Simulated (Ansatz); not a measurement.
# Lattice dynamics of AgHPt (built on the sites of a database entry of LiHPd), part 2 of 2

Wanted: phonon frequencies of AgHPt (built on the sites of a database entry of LiHPd) and what follows from them.

Ansatz 0.2.0; DFT r2SCAN, scalar-relativistic, plane waves, PAW.

So far. Step 3 (Tight relaxation): The forces vanish by symmetry and the pressure is 0.000 GPa, within the tolerances set. The cell now holds 11.88 Å³/atom. The relaxed cell has a = 2.791, c = 4.576 Å (conventional setting).

The structure was built from a prototype and need not be the compound's stable phase.

## (4) Zone-centre response

The zone centre is the only wavevector solved here; it holds the modes that light can see, as far as symmetry allows. No field response is asked, since the mesh shows no gap.

input.yaml

```yaml
crystal:
  lattice:
    - [2.7912040581, 0.0, 0.0]
    - [0.0, 2.7912040581, 0.0]
    - [0.0, 0.0, 4.5757372868]
  atoms:
    - { symbol: Ag, position: [0.5, 0.5, 0.5] }
    - { symbol: H, position: [0.5, 0.5, 0.0] }
    - { symbol: Pt, position: [0.0, 0.0, 0.0] }
kpoints:
  mp_grid: { grid: [16, 16, 12] }
hamiltonian:
  xc: r2scan
scf:
  occupations: { method: methfessel_paxton, width: 0.2 }
output:
  eigenvalues: true
phonons:
  method: dfpt
```

Command:

```console
> ansatz run input.yaml --threads 8 --pin off --max-ram 14336MiB --backend cpu --events-out ev --progress --plain --runs-dir out
```

Numbers of over 12 decimals in the logs are rounded to 6 here.

Log:

```text
[...]
Crystal: 3 atoms, lattice volume = 35.649 Å³
Basis set: ecut = 500 eV, 873 PW (Γ), exchange–correlation on 120×120×180 points (125 copies of the dense FFT grid, shifted against one another)
Bands: 23, of which v1, the nominal top of the filled ones, is band 19 counted from 1 (18 counted from 0)
Symmetry: 16 space group operations
k-points: 882 of 3072 (irreducible under 2 space group operations, time reversal used)
[...]
SCF iter   1: F=—  HF=-20156.649310 eV  |F-HF|=—  |Δ(HF+E_count)|=         —  Δρ=1.77e-2  dr2=1.27e-1  dr2_τ=1.71e-2  ethr=1.77e-3  ⟨swp⟩=4.8  Hψ=74459  notcnv=0
[...]
SCF iter  11: F=-20156.629958 eV  HF=-20156.629958 eV  |F-HF|=2.18e-11  |Δ(HF+E_count)|=  2.18e-10  S|Δr|=    0.00e0  Δρ=1.74e-7  dr2=6.35e-12  dr2_τ=2.95e-13  ethr=1.00e-12  ⟨swp⟩=4.7  Hψ=101404  notcnv=0
[...]
SCF 1 converged in 11 iterations: F = -20156.629958 eV  dr2 = 6.35e-12
[...]
DFPT response loops at Γ: preconditioner auto → Kerker (q_TF=auto, 2.757 Å⁻¹) (partly filled bands, converged f_vac=0.000); β = 1.00, the filter's whole step (`scf.mixing.beta` (0.50) is not read by the response loops under this deck's `scf.mixing.preconditioner`; to damp them name `kerker` or `kerker_dos`, under which they read `scf.mixing.beta`, and type it under 1.00, their step now; both keys bind the ground state too); Broyden in place of MSR1
SCF converged after 11 iterations
[...]
Free energy (F): -20156.629958 eV
[...]
Internal energy: -20156.629238 eV  (E = F + TS)
E sigma→0 (E₀):  -20156.629778 eV
Entropy (-TS):   -0.000720 eV (-0.240 meV/atom)
Fermi energy:    18.321337 eV
[...]
--- Band table (eV; the first three rows and the last of 882) ---
  k-point 0: bands = [... 15 lower, 14.9771, 17.0318, 17.0318, 17.2169, 18.1367, 22.0968, 29.4772, 29.9804]
  k-point 1: bands = [... 15 lower, 14.9787, 16.9971, 16.9971, 17.2146, 17.7658, 22.5707, 29.4456, 30.0831]
  k-point 2: bands = [... 15 lower, 14.9828, 16.9011, 16.9011, 16.9847, 17.2085, 23.6508, 29.3771, 30.3807]
  k-point 881: bands = [... 15 lower, 15.7375, 16.2601, 18.7519, 23.3073, 23.3073, 24.4823, 25.4128, 25.4291]
--- Phonons (Γ-DFPT): 6 representative perturbations + reference, on 882 of 3072 k-points (Σ response iterations 48) ---
  k mesh reduced under 2 symmetry operations, with k and −k counted as one. Each operation leaves every solved perturbation unchanged. A smaller set is not considered because the functional reads the kinetic-energy density
  ASR residual: 8.724e-5 → 0.000e0 eV/Å²; symmetrization residual: 2.958e-6 eV/Å²
  ASR residual per site (eV/Å²): 5.32e-5 5.37e-6 8.72e-5
  Γ frequencies (cm⁻¹): -461.65 -461.65 0.00 0.00 0.00 57.20 57.20 129.04 668.04
  non-analytic LO–TO correction: not included (Born effective charges unavailable; polar crystals: no LO–TO splitting at Γ)
```

It took 4.3 min on 8 threads of Arm Neoverse V2, shared host; peak memory 2.6 GiB; 33 min of CPU time.

Numbers from this step:

```yaml
sum_rule_residual_before_enforcement: 8.72e-5 eV/Å²
point_group: 4/mmm
highest_optical_mode_at_the_zone_centre_no_lo_to_term: 668.0 cm⁻¹
lowest_optical_zone_centre_mode: -461.6 cm⁻¹
```

Patterns of degenerate modes are one choice out of their space. Modes at Γ, with each element's share of the kinetic energy (negative means imaginary):

```
mode  frequency (cm⁻¹)  symmetry  Ag %  H %  Pt %
   1            -461.6        Eu     0  100     0
   2            -461.6        Eu     0  100     0
   3               0.0  acoustic    35    0    64
   4               0.0  acoustic    35    0    64
   5               0.0  acoustic    35    0    64
   6              57.2        Eu    64    0    36
   7              57.2        Eu    64    0    36
   8             129.0       A2u    64    1    36
   9             668.0       A2u     1   99     0
```

Displacements in mode 2 (-461.6 cm⁻¹), the largest set to 1:
```
Ag1 0.00 0.00 0.00
H2  0.00 1.00 0.00
Pt3 0.00 0.00 0.00
```

Displacements in mode 9 (668.0 cm⁻¹), the largest set to 1:
```
Ag1  0.00  0.00 -0.01
H2   0.00  0.00  1.00
Pt3  0.00  0.00  0.00
```

Before it was imposed, the acoustic sum rule was missed by 8.7e-5 eV/Å². Small misses are needed for a sound result but don't prove that mesh and cutoff are converged. The lowest optical mode is imaginary, 461.6i cm⁻¹, so the energy falls along it.

## (5) Another isotope, element Ag, natural mass 107.868 amu

An isotope changes the mass and not the force constants, so no new electronic calculation is needed; the shifts show which modes move this element.

The same force constants with the mass of Ag changed from 107.868 to 108.905 u (phonopy, no LO-TO term). Both lists are sorted by frequency; levels can cross, so a row need not hold one and the same mode. Modes under 3 cm⁻¹ are left out. Isotope shifts, by row:

```
    q  rank  natural mass (cm⁻¹)  changed mass (cm⁻¹)
0 0 0     1               -461.6               -461.6
0 0 0     2               -461.6               -461.6
0 0 0     6                 57.2                57.02
0 0 0     7                 57.2                57.02
0 0 0     8                  129                128.7
0 0 0     9                  668                  668
```

A mode of this element alone would shift by -0.48 %. The highest zone-centre frequency without the field goes from 668.0 to 668.0 cm⁻¹ (-0.0 %).

## (6) Another isotope, element H, natural mass 1.008 amu

The same for H, from 1.01 to 2.01 u.

A mode of this element alone would shift by -29.26 %. The highest zone-centre frequency without the field goes from 668.0 to 474.9 cm⁻¹ (-28.9 %).

## (7) Results

```
space group after relaxation (within 0.01 Å)            : P4/mmm
volume per atom                                         : 11.9 Å³
electronic character                                    : no gap on this mesh
highest optical mode at the zone centre (no LO-TO term) : 668 cm⁻¹
lowest optical zone-centre mode                         : -462 cm⁻¹
imaginary modes at Γ (the only wavevector solved)       : yes
```

What this shows: A zone-centre mode is imaginary (461.6i cm⁻¹), so this structure is not a minimum of the energy. The optical modes at Γ span -462 to 668 cm⁻¹ (negative means imaginary). No dispersion was computed. The highest mode in this list at Γ, 668.0 cm⁻¹, is mostly motion of H (99 % of the kinetic energy). With no gap, or one that is small against the smearing, the frequencies hang on the k mesh and the smearing, most of all near Kohn anomalies. Spin-orbit coupling is left out, which can matter for the heavy elements here. The starting cell was built on a prototype and not taken from a measurement, so the phase need not exist. These are harmonic frequencies at zero temperature: anharmonic shifts, linewidths and thermal expansion are left out.

[Logs are printed without paths, hosts, clocks, repeated set-up lines and the standing remarks that a program may print on its own settings, such as how far it seeks lower states.]

[Hosts, paths, dates, database ids (printed as entryN), source tags and the programs' standing remarks are cut or masked in the printed files.]
